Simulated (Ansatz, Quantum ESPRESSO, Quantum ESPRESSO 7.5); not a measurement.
# Work function of Pt(100), 5 layers, one monolayer of P on bridge sites

How much energy does it take to lift an electron out of Pt(100), 5 layers, one monolayer of P on bridge sites, and how far do the settings matter?

Program: Quantum ESPRESSO 7.5. Level of theory: plane-wave DFT, PBE, GBRV ultrasoft pseudopotentials (geometry and cross-check by Ansatz 0.2.0 with PAW datasets; geometry under PBE). Results are calculated unless marked as measured.

Report form: the programs' logs are mostly left out.

**1. The structure**

The cell holds 6 atoms: 5 Pt and 1 P. Cell: a = 2.772 Å, b = 2.772 Å, c = 26.840 Å, α = 90.0°, β = 90.0°, γ = 90.0°. It derives from Pt. Vacuum lies along c.

**2. Relaxation with Ansatz**

A relaxation in Ansatz fixes the structure of this slab for the runs on it.

Input file input.yaml:

```yaml
crystal:
  lattice:
    - [2.7718585823, 0.0, 0.0]
    - [0.0, 2.7718585823, 0.0]
    - [0.0, 0.0, 26.84]
  atoms:
    - { symbol: Pt, position: [0.0, 0.0, 0.3092399404] }
    - { symbol: Pt, position: [0.5, 0.5, 0.3822652757] }
    - { symbol: Pt, position: [0.0, 0.0, 0.455290611] }
    - { symbol: Pt, position: [0.5, 0.5, 0.5283159463] }
    - { symbol: Pt, position: [0.0, 0.0, 0.6013412817] }
    - { symbol: P, position: [0.5, 0.0, 0.6757086826] }
kpoints:
  mp_grid: { grid: [10, 10, 1] }
hamiltonian:
  xc: pbe
scf:
  occupations: { method: fermi_dirac, width: 0.1 }
  convergence: { dr2_threshold: 1.0e-08 }
efield:
  axis: 3
  dipole_correction: true
  ramp_position: 0.97
  ramp_width: 0.04
relax:
  f_tol: 0.01
  constraints: [{ sites: [0, 1, 2] }]
output:
  write_potential: true
  write_density: true
  volumetric_format: npy
```

Started as:

```bash
$ ansatz run input.yaml --threads 4 --pin off --max-ram 8192MiB --backend cpu --events-out ev --progress --plain --runs-dir out
```

Run time: 47 s. Hardware: 4 threads of Arm Neoverse V2, shared host; peak memory 0.67 GiB; 3 min of CPU time.

Relaxation path:

```tsv
step	energy less that of the first step (eV)	largest force component (eV/Å)
1	0.0000	1.8194
2	-0.1355	0.3903
3	-0.1483	0.2339
4	-0.1506	0.0341
5	-0.1510	0.0065
```

The atoms that moved most (Å):

```tsv
atom	dx	dy	dz	length
Pt5	0.000	0.000	0.234	0.234
P6	0.000	0.000	0.112	0.112
Pt4	0.000	0.000	0.069	0.069
```

Final coordinates:

```xyz
6
Lattice="2.7719 0.0000 0.0000 0.0000 2.7719 0.0000 0.0000 0.0000 26.8400" Properties=species:S:1:pos:R:3
Pt    0.0000    0.0000    8.3000
Pt    1.3859    1.3859   10.2600
Pt    0.0000    0.0000   12.2200
Pt    1.3859    1.3859   14.2490
Pt    0.0000    0.0000   16.3736
P     1.3859    0.0000   18.2479
```

The relaxation lowers the energy by 25 meV an atom. Held were the atoms numbered 1, 2 and 3; the forces quoted are those on the free ones.

This step gave:

* free energy: -63369.9709 eV
* energy at zero smearing: -63369.8405 eV
* smearing term TS: 0.2607 eV
* Fermi energy: 6.322 eV
* symmetry operations: 4
* work function of the upper face: 4.926 eV
* work function of the lower face: 5.643 eV
* dipole along the normal: 0.03046 e·Å

**3. Self-consistent run**

The two faces differ, so the slab has a dipole. tefield with eamp = 0 and dipfield cancel the false field of the periodic images; the ramp (emaxpos, eopreg) must lie in the vacuum. pw.x drops all symmetry for this, which costs k-points.

Level of this step: plane-wave DFT, PBE, GBRV ultrasoft pseudopotentials (Quantum ESPRESSO 7.5).

Input file scf.in:

```
&control
  prefix = 'scf'
  outdir = './out'
  pseudo_dir = './pseudo'
  calculation = 'scf'
  tprnfor = .true.
  tefield = .true.
  dipfield = .true.
/
&system
  ibrav = 0
  nat = 6
  ntyp = 2
  ecutwfc = 40
  ecutrho = 200
  occupations = 'smearing'
  smearing = 'mv'
  degauss = 0.02
  edir = 3
  emaxpos = 0.97
  eopreg = 0.04
  eamp = 0.0
/
&electrons
  conv_thr = 1e-07
  mixing_beta = 0.4
  electron_maxstep = 120
  mixing_mode = 'local-TF'
/
ATOMIC_SPECIES
  Pt  195.0840  pt_pbe_v1.4.uspp.F.UPF
  P   30.9738  p_pbe_v1.5.uspp.F.UPF
CELL_PARAMETERS angstrom
  2.77185858230000 0.00000000000000 0.00000000000000
  0.00000000000000 2.77185858230000 0.00000000000000
  0.00000000000000 0.00000000000000 26.84000000000000
ATOMIC_POSITIONS crystal
  Pt  0.000000000000 0.000000000000 0.309239940400
  Pt  0.500000000000 0.500000000000 0.382265275700
  Pt  0.000000000000 0.000000000000 0.455290611000
  Pt  0.500000000000 0.500000000000 0.530884979819
  Pt  0.000000000000 0.000000000000 0.610046388341
  P   0.500000000000 0.000000000000 0.679875521063
K_POINTS automatic
  10 10 1 0 0 0
```

Started as:

```bash
$ OMP_NUM_THREADS=1 mpirun -n 4 pw.x -nk 4 -in scf.in > scf.out
```

Run time: 11 min. Hardware: 4 MPI ranks; peak memory 0.78 GiB.

This step gave:

- free energy: -14543.4513 eV
- Fermi energy: 6.009 eV
- dipole along the normal: 0.03198 e·Å

The run needed 82 iterations to bring the estimated error under 1e-07 Ry; the largest force on any atom, held or free, is 0.40 eV/Å.

**4. Potential by pp.x**

The vacuum level is read from the electrostatic potential (plot_num = 11), averaged over planes.

Input file pot.in:

```
&inputpp
  prefix = 'scf'
  outdir = './out'
  filplot = 'pot.dat'
  plot_num = 11
/
```

Started as:

```bash
$ OMP_NUM_THREADS=1 mpirun -n 4 pp.x -in pot.in > pot.out
```

The job ended after 0.94 s (4 MPI ranks; peak memory 0.09 GiB; 3.4 s of CPU time).

Numbers from this step:

- work function of the upper face: 4.919 eV
- slope of the potential above: 4.62e-5 eV/Å
- upper vacuum line continued to the top atoms, over the Fermi level: 4.919 eV
- work function of the lower face: 5.672 eV
- slope of the potential below: -8.53e-5 eV/Å
- lower vacuum line continued to the bottom atoms, over the Fermi level: 5.672 eV

Electrostatic potential energy of an electron, with the sawtooth; zero at the Fermi level. The potential energy, planar mean by z:

```tsv
z (Å)	potential energy, planar mean (eV)
0.0	5.48
0.5	5.67
1.0	5.67
1.5	5.67
2.0	5.67
2.5	5.67
3.0	5.67
3.5	5.67
4.0	5.67
4.5	5.67
5.0	5.67
5.5	5.65
6.0	5.57
6.5	5.25
7.0	3.91
7.5	-1.70
8.0	-17.4
8.5	-19.6
9.0	-6.00
9.5	-4.78
10.0	-18.9
10.5	-19.3
11.0	-5.48
11.5	-5.87
12.0	-19.6
12.5	-18.5
13.0	-4.16
13.5	-4.74
14.0	-18.9
14.5	-18.8
15.0	-4.36
15.5	-2.42
16.0	-16.3
16.5	-20.8
17.0	-8.35
17.5	-3.49
18.0	-14.0
18.5	-13.4
19.0	-1.12
19.5	3.52
20.0	4.61
20.5	4.85
21.0	4.90
21.5	4.92
22.0	4.92
22.5	4.92
23.0	4.92
23.5	4.92
24.0	4.92
24.5	4.92
25.0	4.92
25.5	4.92
26.0	4.93
26.5	5.25
```

Electrostatic potential energy in the ca plane at fractional y = 0.000, with atoms of Pt and P within 0.2 Å of it. With pseudopotentials it is smooth inside the atoms' cores, unlike the true potential.

Values in eV, 5 rows by 16 columns, each cell a mean:
```
 -1   1 -45 -57   0   2 -35 -66  -9  -5   4   5   5   5   5   5
  1   1  -9 -12   1   1  -6 -15 -31 -40   2   5   5   5   5   5
  1   0  -1  -1   1   0   0  -3 -46 -58   1   5   5   5   5   5
  0   1 -21 -28   1   2 -15 -34 -19 -23   3   5   5   5   5   5
 -1   1 -54 -66   0   2 -43 -75  -7  -1   4   5   5   5   5   5
```
Columns run along c (16.0 Å, from fractional 0.35 to 0.94 of the cell; values clipped at the 3rd and 97th percentile), rows up along a (2.8 Å). Atoms in or near the plane, at fractional coordinates: Pt at (0.46, 0.00), Pt at (0.61, 0.00), P at (0.68, 0.50).

The vacuum is flat to 0.1 meV/Å, so its level is well defined. Inside the slab the curve depends on the local part of the pseudopotentials; only the vacuum level has a meaning of its own.

**5. Planar and running averages**

average.x takes the planar mean and smooths it over a window of one repeat.

Input file avg.in:

```
1
pot.dat
1.0
548
3
3.7038632043
```

Started as:

```bash
$ OMP_NUM_THREADS=1 average.x < avg.in > avg.out
```

Elapsed: 0.52 s, on 1 MPI rank; peak memory 0.1 GiB.

This step gave:

| Item | Value |
| --- | --- |
| average.x's running mean inside the slab, on the run's own zero | -6.362 eV |
| mean potential by an exact Fourier window inside the slab, on the run's own zero | -6.360 eV |

The potential energy (planar mean) oscillates, so the rows of the table below give means over windows of 2.01 Å about each position, cut where the curve ends. Its maxima inside the range that stand out by 2 % of the span (Å: eV): 9.3: -2.34, 11.3: -2.65, 13.2: -1.78, 15.3: -1.13, 17.3: -2.61. Its minima: 8.3: -20.9, 10.3: -21.3, 12.2: -21.3, 14.3: -21.2, 16.4: -21.4, 18.2: -16.5.

Electrostatic potential energy of an electron, with the sawtooth; zero at the Fermi level; window 1.9600 Å. Potential energy against z; means over each step:

```tsv
z (Å)	planar mean (eV)	running mean (eV)
1.00	5.66	5.61
3.01	5.67	5.67
5.02	5.65	5.62
7.03	0.160	-1.01
9.04	-12.3	-11.9
11.05	-12.6	-12.4
13.06	-11.7	-11.8
15.07	-10.7	-11.1
17.08	-11.9	-11.2
19.09	-3.25	-2.64
21.10	4.88	4.80
23.11	4.92	4.92
25.12	4.92	4.96
```

Where the running mean is not flat inside, average.x's window, rounded to the grid, doesn't match the spacings there.

**6. Valence density**

plot_num = 0 writes the valence density.

Input file rho.in:

```
&inputpp
  prefix = 'scf'
  outdir = './out'
  filplot = 'rho.dat'
  plot_num = 0
/
```

Started as:

```bash
$ OMP_NUM_THREADS=1 mpirun -n 4 pp.x -in rho.in > rho.out
```

Elapsed: 0.94 s, on 4 MPI ranks; peak memory 0.1 GiB.

This step gave:

* electrons by integration: 85.00 e

The valence density, planar mean oscillates, so the rows of the table below give means over windows of 1 Å about each position, cut where the curve ends. Its maxima inside the range that stand out by 2 % of the span (Å: e/Å³): 8.1: 1.56, 8.5: 1.58, 10.1: 1.58, 10.5: 1.58, 12.0: 1.58, 12.4: 1.58, 14.0: 1.57, 14.4: 1.57, 16.1: 1.57, 16.6: 1.58. Its minima: 8.3: 1.48, 9.3: 0.439, 10.3: 1.51, 11.3: 0.445, 12.2: 1.50, 13.2: 0.396, 14.2: 1.50, 15.3: 0.338, 16.3: 1.50.

Mean over planes. Table of valence density, planar mean by z; means over each step:

z (Å), valence density, planar mean (e/Å³) and a bar:
```
        4       0.00 
        5       0.00 
        6       0.01 
        7       0.12 ###
        8       1.22 ###########################
        9       0.84 ###################
       10       1.30 #############################
       11       0.80 ##################
       12       1.34 ##############################
       13       0.73 ################
       14       1.31 #############################
       15       0.73 ################
       16       1.16 ##########################
       17       0.90 ####################
       18       0.36 ########
       19       0.22 #####
       20       0.02 #
       21       0.00 
       22       0.00
```

Valence density in the ca plane at fractional y = 0.000, with atoms of Pt and P within 0.2 Å of it. It is the smooth field of the valence electrons, not physical close to the nuclei.

Ten steps, logarithmic in the rise over the least value, from '0' (-4.3 e/Å³) to '9' (6.2 e/Å³), each cell a mean:
```
88888899999888888899998888888888888888888888
88888889998888888889988888888888888888888888
88888888888888888888888888888888888888888888
88888888888888888888888888888888888888888888
88888888888888888888888888888888888888888888
88888888988888888889888888888888888888888888
88888889998888888899998888888888888888888888
88888899099888888897898888888888888888888888
```
Columns run along c (16.0 Å, from fractional 0.35 to 0.94 of the cell), rows up along a (2.8 Å). Atoms in or near the plane, at fractional coordinates: Pt at (0.46, 0.00), Pt at (0.61, 0.00), P at (0.68, 0.50).

The density integrates to 85.000 electrons, as the 85 of the input ask.

**7. Projections on atomic orbitals**

Projections on atomic orbitals tell which layers and orbitals hold the states near the zero of energy.

Input file pdos.in:

```
&projwfc
  prefix = 'scf'
  outdir = './out'
  filpdos = 'pdos'
  Emin = -1.991
  Emax = 10.009
  DeltaE = 0.1
  ngauss = 0
  degauss = 0.01
/
```

Started as:

```bash
$ OMP_NUM_THREADS=1 mpirun -n 4 projwfc.x -in pdos.in > pdos.out
```

It took 2.5 s on 4 MPI ranks; peak memory 0.22 GiB.

This step gave:

| Item | Value |
| --- | --- |
| spilling of the projection | 0.0014 |

Projected DOS an atom over height of the atomic layer and energy from the Fermi level. Columns are the atomic layers from the bottom up.

Ten even steps from '_' (0.02 states/eV) to '@' (2.34 states/eV), each cell a mean:
```
..____......
..____......
==------::::
##%%%%++--..
%%++++##==..
@@++==**==::
@@++****==..
%%==****==..
%%==++**++::
%%====**##::
**####**##::
##%%@@####..
==++######..
++********..
--++==++##..
--**==++**..
--##++==##::
::##**====..
..--==----..
__::::....__
____..______
____________
```
Columns: height of the atomic layer (Å) from 8.3 to 18.2 (not evenly spaced); rows upwards: energy from the Fermi level (eV) from -8.00 to 1.40.

The atomic orbitals miss 0.1 % of the occupied states; for empty states the projections can miss much more.

**8. SCF with pw.x: open boundaries by the effective screening medium**

The effective screening medium with bc1 puts vacuum on both sides and removes the images along the normal. The slab must sit about z = 0, symmetry is kept, and the .esm1 file holds the planar potential.

Input file esm.in:

```
&control
  prefix = 'esm'
  outdir = './out'
  pseudo_dir = './pseudo'
  calculation = 'scf'
  tprnfor = .true.
/
&system
  ibrav = 0
  nat = 6
  ntyp = 2
  ecutwfc = 40
  ecutrho = 200
  occupations = 'smearing'
  smearing = 'mv'
  degauss = 0.02
  assume_isolated = 'esm'
  esm_bc = 'bc1'
/
&electrons
  conv_thr = 1e-07
  mixing_beta = 0.4
  electron_maxstep = 120
  mixing_mode = 'local-TF'
/
ATOMIC_SPECIES
  Pt  195.0840  pt_pbe_v1.4.uspp.F.UPF
  P   30.9738  p_pbe_v1.5.uspp.F.UPF
CELL_PARAMETERS angstrom
  2.77185858230000 0.00000000000000 0.00000000000000
  0.00000000000000 2.77185858230000 0.00000000000000
  0.00000000000000 0.00000000000000 26.84000000000000
ATOMIC_POSITIONS crystal
  Pt  0.000000000000 0.000000000000 -0.185317790332
  Pt  0.500000000000 0.500000000000 -0.112292455032
  Pt  0.000000000000 0.000000000000 -0.039267119732
  Pt  0.500000000000 0.500000000000 0.036327249088
  Pt  0.000000000000 0.000000000000 0.115488657609
  P   0.500000000000 0.000000000000 0.185317790332
K_POINTS automatic
  10 10 1 0 0 0
```

Started as:

```bash
$ OMP_NUM_THREADS=1 mpirun -n 4 pw.x -nk 4 -in esm.in > esm.out
```

It took 3.7 min on 4 MPI ranks; peak memory 0.71 GiB; 15 min of CPU time.

Read from the output:

- free energy: -14543.4517 eV
- Fermi energy: -5.296 eV
- vacuum line at the lower end of the cell, over the Fermi level: 5.667 eV
- vacuum line at the upper end of the cell, over the Fermi level: 4.924 eV

Electrostatic potential energy of an electron; zero at the Fermi level. Potential energy, planar mean against z:

```tsv
z (Å)	potential energy, planar mean (eV)
-13.0	5.67
-12.5	5.67
-12.0	5.67
-11.5	5.67
-11.0	5.67
-10.5	5.67
-10.0	5.67
-9.5	5.67
-9.0	5.67
-8.5	5.66
-8.0	5.65
-7.5	5.61
-7.0	5.44
-6.5	4.74
-6.0	1.87
-5.5	-10.4
-5.0	-20.8
-4.5	-12.9
-4.0	-2.45
-3.5	-13.0
-3.0	-21.3
-2.5	-12.1
-2.0	-2.72
-1.5	-14.1
-1.0	-21.2
-0.5	-10.5
0.0	-1.83
0.5	-12.9
1.0	-21.1
1.5	-11.2
2.0	-1.15
2.5	-9.10
3.0	-21.0
3.5	-15.6
4.0	-2.99
4.5	-8.68
5.0	-16.4
5.5	-6.26
6.0	2.15
6.5	4.31
7.0	4.79
7.5	4.89
8.0	4.92
8.5	4.92
9.0	4.92
9.5	4.92
10.0	4.92
10.5	4.92
11.0	4.92
11.5	4.92
12.0	4.92
12.5	4.92
13.0	4.92
```

The vacuum levels are read from the outermost 0.7 Å of the cell on either side.

The run needed 38 iterations to bring the estimated error under 1e-07 Ry; the largest force on any atom, held or free, is 0.40 eV/Å.

The upper level is 4.924 eV against 4.919 eV from the periodic run.

**9. Self-consistent run: Wu-Cohen, GBRV ultrasoft**

The geometry stays; functional or pseudopotentials change.

Level of this step: plane-wave DFT, Wu-Cohen, GBRV ultrasoft pseudopotentials made under PBE (Quantum ESPRESSO 7.5). input_dft overrides the functional of the files.

gbrv-wc.in, as its differences from the input of step 8:

```diff
@@ -1,3 +1,3 @@
 &control
-  prefix = 'esm'
+  prefix = 'gbrv-wc'
   outdir = './out'
@@ -13,2 +13,3 @@
   ecutrho = 200
+  input_dft = 'wc'
   occupations = 'smearing'
```

Started as:

```bash
$ OMP_NUM_THREADS=1 mpirun -n 4 pw.x -nk 4 -in gbrv-wc.in > gbrv-wc.out
```

Elapsed: 4.4 min, on 4 MPI ranks; peak memory 0.71 GiB.

Read from the output:

| Quantity | Value |
| --- | --- |
| free energy | -14534.1857 eV |
| Fermi energy | -5.371 eV |
| vacuum line at the lower end of the cell, over the Fermi level | 5.796 eV |
| vacuum line at the upper end of the cell, over the Fermi level | 4.947 eV |

Electrostatic potential energy of an electron; zero at the Fermi level. Potential energy, planar mean against z:

```tsv
z (Å)	potential energy, planar mean (eV)
-13.0	5.80
-12.5	5.80
-12.0	5.80
-11.5	5.80
-11.0	5.80
-10.5	5.80
-10.0	5.80
-9.5	5.80
-9.0	5.79
-8.5	5.79
-8.0	5.78
-7.5	5.75
-7.0	5.58
-6.5	4.91
-6.0	2.04
-5.5	-10.3
-5.0	-20.7
-4.5	-12.7
-4.0	-2.28
-3.5	-12.8
-3.0	-21.2
-2.5	-11.9
-2.0	-2.55
-1.5	-14.0
-1.0	-21.1
-0.5	-10.3
0.0	-1.66
0.5	-12.7
1.0	-21.0
1.5	-11.0
2.0	-0.980
2.5	-8.95
3.0	-20.9
3.5	-15.5
4.0	-2.89
4.5	-8.61
5.0	-16.3
5.5	-6.24
6.0	2.18
6.5	4.35
7.0	4.82
7.5	4.92
8.0	4.94
8.5	4.95
9.0	4.95
9.5	4.95
10.0	4.95
10.5	4.95
11.0	4.95
11.5	4.95
12.0	4.95
12.5	4.95
13.0	4.95
```

The upper face goes from 4.924 eV (PBE, GBRV) to 4.947 eV, a change of +0.023 eV.

**10. Ground state: PW91, GBRV ultrasoft**

Level of this step: plane-wave DFT, PW91, GBRV ultrasoft pseudopotentials made under PBE (Quantum ESPRESSO 7.5). input_dft overrides the functional of the files.

gbrv-pw91.in, as its differences from the input of step 9:

```diff
@@ -1,3 +1,3 @@
 &control
-  prefix = 'gbrv-wc'
+  prefix = 'gbrv-pw91'
   outdir = './out'
@@ -13,3 +13,3 @@
   ecutrho = 200
-  input_dft = 'wc'
+  input_dft = 'pw91'
   occupations = 'smearing'
```

Started as:

```bash
$ OMP_NUM_THREADS=1 mpirun -n 4 pw.x -nk 4 -in gbrv-pw91.in > gbrv-pw91.out
```

It took 4.7 min on 4 MPI ranks; peak memory 0.71 GiB; 19 min of CPU time.

Numbers from this step:

* free energy: -14559.5992 eV
* Fermi energy: -5.341 eV
* vacuum line at the lower end of the cell, over the Fermi level: 5.730 eV
* vacuum line at the upper end of the cell, over the Fermi level: 4.953 eV

The potential energy, planar mean oscillates, so the rows of the table below give means over windows of 2.02 Å about each position, cut where the curve ends. Its maxima inside the range that stand out by 2 % of the span (Å: eV): -4.0: -2.31, -2.0: -2.59, 0.0: -1.78, 2.0: -1.06, 4.0: -2.68. Its minima: -4.9: -20.8, -3.0: -21.3, -1.0: -21.2, 1.0: -21.1, 3.1: -21.3, 4.9: -16.4.

Electrostatic potential energy of an electron; zero at the Fermi level. The potential energy, planar mean by z; means over each step:

z (Å), potential energy, planar mean (eV) and a bar from the least value:
```
   -12.41        5.7 ##############################
   -10.39        5.7 ##############################
    -8.37        5.7 ##############################
    -6.35        1.4 #######################
    -4.33      -12.1 #
    -2.31      -12.5 
    -0.29      -11.7 #
     1.73      -10.7 ###
     3.75      -12.0 #
     5.77       -3.7 ##############
     7.79        4.9 #############################
     9.81        5.0 #############################
    11.83        5.0 #############################
```

The upper face goes from 4.924 eV (PBE, GBRV) to 4.953 eV, a change of +0.029 eV.

(Continued in part 2 of 2.)

[Logs are printed without paths, hosts, clocks, repeated set-up lines and the standing remarks that a program may print on its own settings, such as how far it seeks lower states.]

[Hosts, paths, dates, database ids (printed as entryN), source tags and the programs' standing remarks are cut or masked in the printed files.]

[Maps of the electrostatic potential energy from Ansatz leave out the sawtooth potential of an applied field or a dipole correction, so their vacuum need not be flat; planar profiles and work functions include it.]
